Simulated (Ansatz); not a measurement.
# PbC (model cell, started as CsCl type): from the cell to its phonons, part 2 of 2

Aim: the vibrations of PbC (model cell, started as CsCl type), their spectra, and whether the structure is stable.

Ansatz 0.2.0; DFT PBEsol, scalar-relativistic, plane waves, PAW.

So far. Step 4 (Tight relaxation): The forces vanish by symmetry and the pressure is 0.000 GPa, within the tolerances set. The cell now holds 16.56 Å³/atom. Step 5 (Linear response at the zone centre): Before it was imposed, the acoustic sum rule was missed by 7.7e-5 eV/Å². Small misses are needed for a sound result but don't prove that mesh and cutoff are converged. The lowest optical mode is imaginary, 92.2i cm⁻¹, so the energy falls along it. The relaxed cell has a = 3.211 Å (conventional setting).

The structure was built from a prototype and need not be the compound's stable phase.

## Step 6: The dispersion

Stability and thermal properties need the whole zone. Linear response on a 4×4×4 q mesh gives force constants as far as a supercell of that size would.

input.yaml

```yaml
crystal:
  lattice:
    - [3.2111984657, 0.0, 0.0]
    - [0.0, 3.2111984657, 0.0]
    - [0.0, 0.0, 3.2111984657]
  atoms:
    - { symbol: Pb, position: [0.0, 0.0, 0.0] }
    - { symbol: C, position: [0.5, 0.5, 0.5] }
kpoints:
  mp_grid: { grid: [16, 16, 16] }
hamiltonian:
  xc: pbesol
scf:
  occupations: { method: methfessel_paxton, width: 0.2 }
output:
  eigenvalues: true
phonons:
  method: dfpt
  qmesh: [4, 4, 4]
  temperatures: { t_max: 1000, t_step: 50 }
  qpath:
    path:
      - [[0.0, 0.0, 0.0], [0.0, 0.5, 0.0], [0.5, 0.5, 0.0], [0.0, 0.0, 0.0], [0.5, 0.5, 0.5], [0.0, 0.5, 0.0]]
      - [[0.5, 0.5, 0.5], [0.5, 0.5, 0.0]]
    npoints: 10
```

Run with:

```
$ ansatz run input.yaml --threads 8 --pin off --max-ram 14336MiB --backend cpu --events-out ev --progress --plain --runs-dir out
```

Numbers of over 12 decimals in the logs are rounded to 6 here.

What it wrote:

```text
[...]
Crystal: 2 atoms, lattice volume = 33.113 Å³
Basis set: ecut = 420 eV, 619 PW (Γ), exchange–correlation on 48×48×48 points (8 copies of the dense FFT grid, shifted against one another)
Bands: 13, of which v1, the nominal top of the filled ones, is band 9 counted from 1 (8 counted from 0)
Symmetry: 48 space group operations
k-points: 165 of 4096
[...]
SCF iter   1: F=—  HF=-11997.106274 eV  |F-HF|=—  |Δ(HF+E_count)|=         —  Δρ=7.59e-3  dr2=2.85e-2  ethr=1.77e-3  ⟨swp⟩=5.8  Hψ=26956  notcnv=0  defer=23
[...]
SCF iter   8: F=-11997.097826 eV  HF=-11997.097826 eV  |F-HF|=1.82e-12  |Δ(HF+E_count)|=  5.46e-11  S|Δr|=    0.00e0  Δρ=8.03e-8  dr2=1.71e-12  ethr=1.00e-12  ⟨swp⟩=11.0  Hψ=16447  notcnv=0
SCF 1 converged in 8 iterations: F = -11997.097826 eV  dr2 = 1.71e-12
[...]
SCF iter   3: F=-11997.097826 eV  HF=-11997.097826 eV  |F-HF|=0.00e0  |Δ(HF+E_count)|=  5.46e-12  S|Δr|=    0.00e0  Δρ=7.29e-8  dr2=2.26e-12  ethr=1.00e-12  ⟨swp⟩=1.0  Hψ=4981  notcnv=0
SCF 2 converged in 3 iterations: F = -11997.097826 eV  dr2 = 2.26e-12
phonons: the bands overlap, so this run is a metal and interpolates without the dipole-dipole term. If the crystal is really an insulator or semiconductor, its LO-TO splitting is missing
NSCF: frozen V_eff on 165 k-points
WARN: eigensolver did not converge in 5 slots of this pass, the one above among them; of largest residual over every band (k=160): 1 band(s) unlocked (lowest unlocked band 16, counted from 0; max residual 1.24e-3 eV among the unlocked bands, 1.24e-3 eV over every band); of lowest unlocked band (k=156): band 16
[...]
DFPT response loops at q = (0, 0, 0) (fractional): preconditioner auto → Kerker (q_TF=auto, 2.465 Å⁻¹) (partly filled bands, converged f_vac=0.000); β = 1.00, the filter's whole step (`scf.mixing.beta` (0.50) is not read by the response loops under this deck's `scf.mixing.preconditioner`; to damp them name `kerker` or `kerker_dos`, under which they read `scf.mixing.beta`, and type it under 1.00, their step now; both keys bind the ground state too); Broyden in place of MSR1
[...]
SCF converged after 8 iterations
[...]
Free energy (F): -11997.097826 eV
[...]
Internal energy: -11997.095940 eV  (E = F + TS)
E sigma→0 (E₀):  -11997.097355 eV
Entropy (-TS):   -0.001886 eV (-0.943 meV/atom)
Fermi energy:    11.989659 eV
[...]
--- Band table (eV; the first three rows and the last of 165) ---
  k-point 0: bands = [... 5 lower, -1.8361, 8.1471, 11.2177, 11.2177, 11.2177, 20.0056, 20.0056, 21.4340, ... 4 higher]
  k-point 1: bands = [... 5 lower, -1.7786, 7.9382, 11.2665, 11.2665, 11.2905, 19.7755, 20.0305, 21.3436, ... 4 higher]
  k-point 2: bands = [... 5 lower, -1.6054, 7.3782, 11.4108, 11.4108, 11.4768, 19.1773, 20.1045, 21.0771, ... 4 higher]
  k-point 164: bands = [... 5 lower, 4.0468, 7.9678, 10.5298, 10.5298, 10.5298, 11.7070, 11.7070, 11.7070, ... 4 higher]
--- Phonons (Γ-DFPT): 2 representative perturbations + reference (Σ response iterations 7) ---
  ASR residual: 1.047e-4 → 0.000e0 eV/Å²; symmetrization residual: 3.935e-6 eV/Å²
  ASR residual per site (eV/Å²): 3.32e-6 1.05e-4
  Γ frequencies (cm⁻¹): -92.17 -92.17 -92.17 0.00 0.00 0.00
--- Phonons (arbitrary-q DFPT): 10 irreducible q on the 4×4×4 mesh ---
  q = [0.0000, 0.0000, 0.0000] (star 1, of the zone-centre solve; hermiticity 2.22e-5, symmetrization 5.71e-11): -92.17 -92.17 -92.17 0.00 0.00 0.00
  q = [0.0000, 0.0000, 0.2500] (star 6, 4 solved perturbations in 4032 linear systems a pass and spin channel, the states on 1296 of 4096 k-point pairs; hermiticity 2.06e-6, symmetrization 2.40e-12): -101.96 -101.96 -42.80 -22.27 -22.27 86.40
[...]
q = [0.0000, 0.2500, -0.5000] (star 12, 6 solved perturbations on 1296 of 4096 k-point pairs; hermiticity 4.06e-7, symmetrization 6.42e-14): -137.33 -112.31 -100.15 -47.01 73.52 113.45
[...]
sum rule: each row above includes the acoustic sum rule's correction from the zone centre's row sums; it moved no ω² by more than (1.54 cm⁻¹)²
  mesh force constants: q→R imaginary residual 5.52e-20; ASR residual 1.047e-4 → 0.000e0 eV/Å²; symmetrization residual 2.665e-15 eV/Å²
  interpolated dispersion: 62 rows × 6 modes
  density of states and harmonic sums: on the 20×20×20 q-mesh, interpolated from the force constants of a 4×4×4 supercell (no non-analytic term)
  largest difference from the sums on the solved wave vectors: F 1.00e-1 eV, S 1.23e-4 and C_V 2.93e-5 eV/K
  zero-point energy: 0.013911 eV/cell   skipped modes (ω ≤ 0): 891, of them read as no rigid motion or as one in doubt: 888 (3.156e0 modes/cell left out, lowest -245.72 cm⁻¹)   left out of the sums: 5.26e-1 of the cell's modes: C_V's classical limit lies that fraction below 3 k_B per atom; for a crystal, a wire or a layer, F and S can be off by more, and a phonons.interpolated_qmesh denser along its periods is the remedy for the sampling
```

The job ended after 2.1 min (8 threads of Intel Xeon 6975P-C (Granite Rapids), shared host; peak memory 2.9 GiB; 15 min of CPU time).

Numbers from this step:

```
sum-rule residual before enforcement                    : 1.05e-4 eV/Å²
lowest frequency on the path                            : -244.0 cm⁻¹
highest frequency on the path or at a solved wavevector : 126.5 cm⁻¹
lowest mode on the q mesh (acoustic modes at Γ apart)   : -244.0 cm⁻¹
```

Frequencies (cm⁻¹) solved at each irreducible wavevector; negative means imaginary. Frequencies by wavevector, by row:

```csv
q in reciprocal lattice units,star,mode 1,mode 2,mode 3,mode 4,mode 5,mode 6
0 0 0,1,-92.2,-92.2,-92.2,0,0,0
0 0 0.25,6,-102,-102,-42.8,-22.3,-22.3,86.4
0 0 -0.5,3,-57.9,-36.9,-36.9,-32.2,-32.2,114.7
0 0.25 0.25,12,-158.6,-138.6,-113.2,-36.2,74.7,83.4
0 0.25 -0.5,12,-137.3,-112.3,-100.2,-47,73.5,113.5
0 -0.5 -0.5,3,-189.9,-57.7,108.6,108.6,126.5,126.5
0.25 0.25 0.25,8,-244,-80.2,-80.2,72.3,72.3,76.8
0.25 0.25 -0.5,12,-236.8,-86.8,-21.7,69.3,69.6,110.1
0.25 -0.5 -0.5,6,-212.6,58.9,103.9,103.9,124.8,124.8
-0.5 -0.5 -0.5,1,103.3,103.3,103.3,117.1,117.1,117.1
```

Interpolated from a 4×4×4 q mesh. Phonon branches along the path, in cm⁻¹:

```csv
point,branch 1,branch 2,branch 3,branch 4,branch 5,branch 6
Γ,-92,-92,-92,0,0,0
halfway,-102,-102,-43,-22,-22,86
X,-58,-37,-37,-32,-32,115
halfway,-137,-112,-100,-47,74,114
M,-190,-58,109,109,126,126
halfway,-159,-139,-113,-36,75,83
Γ,-92,-92,-92,0,0,0
halfway,-244,-80,-80,72,72,77
R,103,103,103,117,117,117
halfway,-237,-87,-22,69,70,110
X,-58,-37,-37,-32,-32,115
jump to R,103,103,103,117,117,117
halfway,-213,59,104,104,125,125
M,-190,-58,109,109,126,126
```

The phonon branches as a text plot (rows in cm⁻¹):

```
    119 |      ******* **                     *****  ************
    103 |    **      ******                 *********     *******
     88 |   *       * *    ***           ***    ****       *
     72 |                    **        **   **   * **       *
     57 |  *       *     *    **     ***             *       *
     42 | *       *  *         **   ***               *
     26 |*                      ** **                 *
     11 |                        * *       *
     -5 |**                      **                    *
    -20 |  ****      *         **                 * *         *
    -36 |   *******      * ****                         **
    -51 |      *** ********                            * *     **
    -66 |  *     *  *                    **           *
    -82 |**   *           *    ***  *  **          ***  *
    -97 |*****    * *         *  *** **          *    **
   -113 |          *      **** **
   -128 |                     **    *       *
   -144 |                  ****                        *   *
   -159 |           *     ****
   -175 |            **  *           **           *
   -190 |              **                             *     *   *
   -205 |                                  *                 * *
   -221 |                              *           * *        *
   -236 |                               ***         *
         Γ      X      M          Γ            R        X|R     M
```

Tetrahedra on a 20×20×20 mesh, mean over bins of 5 cm-1. Interpolated from a 4×4×4 q mesh. Phonon density of states against wavenumber; read off at these points:

wavenumber (cm⁻¹), phonon density of states (1/cm⁻¹/cell) and a bar:
```
   -240.0     0.0050 
   -222.5     0.0131 ####
   -220.0     0.0115 ###
   -200.0     0.0078 #
   -180.0     0.0077 #
   -160.0     0.0069 #
   -140.0     0.0052 
   -120.0     0.0082 ##
   -100.0     0.0356 ################
    -97.5     0.0363 ################
    -80.0     0.0299 #############
    -60.0     0.0113 ###
    -40.0     0.0149 #####
    -27.5     0.0178 ######
    -20.0     0.0141 #####
      0.0     0.0089 ##
     20.0     0.0102 ###
     40.0     0.0155 #####
     60.0     0.0207 ########
     80.0     0.0277 ############
    100.0     0.0492 #######################
    107.5     0.0638 ##############################
    120.0     0.0058
```

The partial phonon density of states has structure finer than the step of the table below, so its rows give means over 20 cm⁻¹, whole bins alone (the curve runs from -256 to 136 cm⁻¹). Peaks (cm⁻¹: height): C -226.0: 0.0144, -208.8: 0.0138, -181.7: 0.0103, -100.6: 0.0353, -80.9: 0.0366, -39.1: 0.00847, 118.3: 0.00842; Pb -36.6: 0.0158, 51.9: 0.0242, 69.1: 0.0268, 106.0: 0.0566.

Phonopy on the run's constants, 17x17x17 mesh, Gaussian sigma 2.8 cm-1. Interpolated from a 4×4×4 q mesh. Table of partial phonon density of states by wavenumber; means over each step; values in 1/cm⁻¹/cell:

```csv
wavenumber (cm⁻¹),C,Pb
-240,0.00572,3.5e-6
-220,0.0100,1.2e-5
-200,0.00786,2.1e-5
-180,0.00785,3.8e-5
-160,0.00597,5.7e-5
-140,0.00603,9.7e-5
-120,0.00947,2.3e-4
-100,0.0290,8.6e-4
-80,0.0276,7.6e-4
-60,0.00860,0.00267
-40,0.00523,0.0126
-20,0.00243,0.0122
0,4.3e-4,0.00286
20,0.00243,0.00983
40,0.00218,0.0128
60,0.00313,0.0179
80,0.00552,0.0227
100,0.00527,0.0431
120,0.00519,0.0111
```

Second derivatives of the energy by pair, one row for each kind of neighbour of each atom listed. Each entry sums the pair over the periodic images of the supercell that the q mesh stands for, and in a polar crystal it holds the long-range dipole part too. Force constants by pair, by row:

```csv
atom,neighbour,distance (Å),third of the trace (eV/Å²),along the pair's line (eV/Å²)
Pb1,itself,0,3.919,–
Pb1,C,2.781,0.1014,0.1379
Pb1,Pb,3.211,-0.6697,-2.592
Pb1,Pb,4.541,-0.009,-0.0343
Pb1,C,5.325,-0.0209,-0.0433
Pb1,Pb,5.562,-0.0152,-0.1164
Pb1,Pb,6.422,-0.0013,0.0239
Pb1,C,6.999,-0.0014,-0.0256
Pb1,Pb,7.18,-0.0039,-0.0114
C2,itself,0,-0.6256,–
C2,Pb,2.781,0.1014,0.1379
C2,C,3.211,-0.0148,-0.2095
C2,C,4.541,0.0276,0.2595
C2,Pb,5.325,-0.0209,-0.0433
C2,C,5.562,-0.0141,-0.1149
C2,C,6.422,0.1842,0.3917
C2,Pb,6.999,-0.0014,-0.0256
C2,C,7.18,-0.0217,-0.091
```

Symmetry leaves 10 wavevectors to solve. The lowest mode among them, the acoustic zeros apart, lies at q = (0.25, 0.25, 0.25) and is imaginary, 244.0i cm⁻¹, so the energy falls along it.

## Step 7: The same by displaced supercells

Finite displacements in a 2×2×2 supercell give force constants from forces alone. They are exact at the wavevectors that the supercell holds, where they check the linear-response result.

Changes to input.yaml since step 6:

```diff
@@ -17,4 +17,4 @@
 phonons:
-  method: dfpt
-  qmesh: [4, 4, 4]
+  method: fd
+  supercell: [2, 2, 2]
   temperatures: { t_max: 1000, t_step: 50 }
```

What it wrote:

```text
[...]
Crystal: 16 atoms, lattice volume = 264.906 Å³
Basis set: ecut = 420 eV, 5185 PW (Γ), exchange–correlation on 90×90×90 points (8 copies of the dense FFT grid, shifted against one another)
Bands: 92, of which v1, the nominal top of the filled ones, is band 72 counted from 1 (71 counted from 0)
Symmetry: 384 space group operations
k-points: 35 of 512
[...]
SCF iter   1: F=—  HF=-95976.782610 eV  |F-HF|=—  |Δ(HF+E_count)|=         —  Δρ=8.29e-8  dr2=1.47e-11  ethr=1.00e-12  ⟨swp⟩=3.2  Hψ=8185  notcnv=0
[...]
SCF iter   2: F=-95976.782610 eV  HF=-95976.782610 eV  |F-HF|=5.82e-11  |Δ(HF+E_count)|=  2.91e-11  S|Δr|=    0.00e0  Δρ=4.37e-8  dr2=4.03e-12  ethr=1.00e-12  ⟨swp⟩=3.9  Hψ=7339  notcnv=0
SCF 1 converged in 2 iterations: F = -95976.782610 eV  dr2 = 4.03e-12
[...]
Crystal: 2 atoms, lattice volume = 33.113 Å³
Basis set: ecut = 420 eV, 619 PW (Γ), exchange–correlation on 48×48×48 points (8 copies of the dense FFT grid, shifted against one another)
Bands: 13, of which v1, the nominal top of the filled ones, is band 9 counted from 1 (8 counted from 0)
Symmetry: 48 space group operations
k-points: 165 of 4096
[...]
SCF iter   2: F=-11997.097826 eV  HF=-11997.097826 eV  |F-HF|=5.46e-12  |Δ(HF+E_count)|=   1.10e-6  S|Δr|=    0.00e0  Δρ=1.55e-7  dr2=8.21e-12  ethr=1.00e-12  ⟨swp⟩=7.0  Hψ=9629  notcnv=0
SCF 2 converged in 2 iterations: F = -11997.097826 eV  dr2 = 8.21e-12
[...]
Symmetry: 6 space group operations
k-points: 65 of 512 (time reversal used)
[...]
SCF iter   7: F=-95976.782598 eV  HF=-95976.782598 eV  |F-HF|=2.91e-11  |Δ(HF+E_count)|=  1.46e-11  S|Δr|=    0.00e0  Δρ=9.99e-9  dr2=2.79e-13  ethr=1.00e-12  ⟨swp⟩=6.2  Hψ=23866  notcnv=0
SCF 3 converged in 7 iterations: F = -95976.782598 eV  dr2 = 2.79e-13
Symmetry: 4 space group operations
k-points: 105 of 512 (time reversal used)
[...]
SCF iter   7: F=-95976.782610 eV  HF=-95976.782610 eV  |F-HF|=2.91e-11  |Δ(HF+E_count)|=  2.91e-11  S|Δr|=    0.00e0  Δρ=9.86e-9  dr2=2.86e-13  ethr=1.00e-12  ⟨swp⟩=6.0  Hψ=37446  notcnv=0
SCF 4 converged in 7 iterations: F = -95976.782610 eV  dr2 = 2.86e-13
[...]
SCF converged after 2 iterations
[...]
Free energy (F): -95976.782610 eV
[...]
Internal energy: -95976.767521 eV  (E = F + TS)
E sigma→0 (E₀):  -95976.778838 eV
Entropy (-TS):   -0.015090 eV (-0.943 meV/atom)
Fermi energy:    11.989659 eV
[...]
--- Band table (eV; the first three rows and the last of 35) ---
  k-point 0: bands = [... 68 lower, 11.7070, 11.7070, 11.7070, 12.8792, 12.8792, 12.8792, 12.8792, 12.8792, ... 16 higher]
  k-point 1: bands = [... 68 lower, 12.1114, 12.2267, 12.2267, 12.2972, 12.2972, 12.7925, 12.7925, 12.8338, ... 16 higher]
  k-point 2: bands = [... 68 lower, 11.4108, 11.4768, 12.5184, 12.5621, 12.5621, 12.8450, 12.8891, 12.8891, ... 16 higher]
  k-point 34: bands = [... 68 lower, 9.8061, 9.8061, 9.8061, 9.8061, 12.9001, 12.9001, 12.9001, 12.9001, ... 16 higher]
--- Phonons: 2 displaced members + reference (amplitude 0.0025 Å, Σ member SCF iterations 14) ---
  symmetry images taken by strict's conditions (phonons.symmetry_images: auto; settled by no image being taken that strict refuses)
  ASR residual: 4.982e-5 → 0.000e0 eV/Å²; symmetrization residual: 2.415e-6 eV/Å²
  largest component of a force at the reference: 2.8e-28 eV/Å
  ASR residual per site (eV/Å²): 1.51e-5 4.98e-5
  Γ frequencies (cm⁻¹): -92.16 -92.16 -92.16 0.00 0.00 0.00
[...]
```

Elapsed: 26 s, on 8 threads; peak memory 2.6 GiB.

This step gave:

```
atoms in the supercell                                  : 16
sum-rule residual before enforcement                    : 4.98e-5 eV/Å²
lowest frequency on the path                            : -189.9 cm⁻¹
highest optical mode at the zone centre (no LO-TO term) : -92.16 cm⁻¹
lowest optical zone-centre mode                         : -92.16 cm⁻¹
```

Interpolated from a 2×2×2 supercell, rough between the solved points. The phonon branches at the labelled points (cm⁻¹):

```csv
point,branch 1,branch 2,branch 3,branch 4,branch 5,branch 6
Γ,-92,-92,-92,0,0,0
halfway,-76,-71,-71,-21,-21,81
X,-58,-37,-37,-32,-32,115
halfway,-136,-48,72,80,86,112
M,-190,-58,109,109,126,126
halfway,-108,-39,25,28,77,78
Γ,-92,-92,-92,0,0,0
halfway,-24,-24,-23,72,72,72
R,103,103,103,117,117,117
halfway,-43,-43,67,67,103,109
X,-58,-37,-37,-32,-32,115
jump to R,103,103,103,117,117,117
halfway,-106,61,106,106,122,122
M,-190,-58,109,109,126,126
```

The phonon branches as a text plot (rows in cm⁻¹):

```
    120 |       ***   ***                     *****    **********
    107 |     **   *******                   **********   *******
     94 |    *      **    ***              **    **        *
     80 |   *       *        *           ***       * *      *
     67 |          *       ** *         *         * * *
     54 |  *      **           *       * **          *     * *
     41 | *       *                  **            *
     28 |         *          *  *   *                 *
     14 |*                       * *                   *
      1 |*                        *
    -12 | **                    **                     *
    -25 |   **** *            **        *                     *
    -38 |      ****          *                      *   **     *
    -51 |     * ** ********** *        *             *****      *
    -65 |   ****                     **                     *
    -78 |  **                  *    *
    -91 |***      *           ******
   -104 |                    *                               *
   -117 |          *
   -131 |                  **
   -144 |
   -157 |           *     *                                   *
   -170 |            *   *
   -183 |             ***                                      **
         Γ      X      M          Γ            R        X|R     M
```

Tetrahedra on a 20×20×20 mesh, mean over bins of 5 cm-1. Interpolated from a 2×2×2 supercell, rough between the solved points. Table of phonon density of states by wavenumber; read off at these points:

wavenumber (cm⁻¹), phonon density of states (1/cm⁻¹/cell) and a bar:
```
     -192     0.0000 
     -182     0.0014 #
     -172     0.0024 #
     -158     0.0036 #
     -148     0.0042 ##
     -138     0.0049 ##
     -128     0.0055 ##
     -118     0.0062 ##
     -102     0.0076 ###
      -92     0.0098 ####
      -82     0.0230 #########
      -72     0.0200 ########
      -62     0.0166 ######
      -48     0.0227 #########
      -42     0.0277 ##########
      -38     0.0269 ##########
      -28     0.0205 ########
      -18     0.0141 #####
       -2     0.0112 ####
        8     0.0113 ####
       18     0.0128 #####
       28     0.0154 ######
       38     0.0183 #######
       52     0.0278 ##########
       62     0.0293 ###########
       72     0.0335 #############
       82     0.0416 ################
       92     0.0462 #################
      108     0.0797 ##############################
      118     0.0232 #########
      128     0.0006
```

At Γ the two methods differ by at most 0.0 cm⁻¹.

## Step 8: Outcome

| Item | Value |
| --- | --- |
| space group after relaxation (within 0.01 Å) | Pm-3m |
| volume per atom | 16.6 Å³ |
| electronic character | no gap on this mesh |
| highest optical mode at the zone centre (no LO-TO term) | -92.2 cm⁻¹ |
| lowest optical zone-centre mode | -92.2 cm⁻¹ |
| lowest mode on the q mesh (acoustic modes at Γ apart) | -244 cm⁻¹ |
| highest frequency on the path or at a solved wavevector | 127 cm⁻¹ |
| imaginary modes on the 4×4×4 q mesh | yes |

Modes are clearly imaginary (beyond 10i cm⁻¹) at 9 of the 10 irreducible wavevectors, most at q = (0.25, 0.25, 0.25) (244.0i cm⁻¹), so this structure is not a minimum of the energy. The optical modes at Γ form one degenerate level at -92 cm⁻¹ (negative means imaginary). Finite displacements and linear response differ by 0.0 cm⁻¹ in the highest zone-centre mode. With no gap, or one that is small against the smearing, the frequencies hang on the k mesh and the smearing, most of all near Kohn anomalies. Spin-orbit coupling is left out, which can matter for the heavy elements here. A phonon run warned that its eigensolver left some bands unconverged in a pass. The starting cell was built on a prototype and not taken from a measurement, so the phase need not exist. These are harmonic frequencies at zero temperature: anharmonic shifts, linewidths and thermal expansion are left out.

[Logs are printed without paths, hosts, clocks, repeated set-up lines and the standing remarks that a program may print on its own settings, such as how far it seeks lower states.]

[Hosts, paths, dates, database ids (printed as entryN), source tags and the programs' standing remarks are cut or masked in the printed files.]
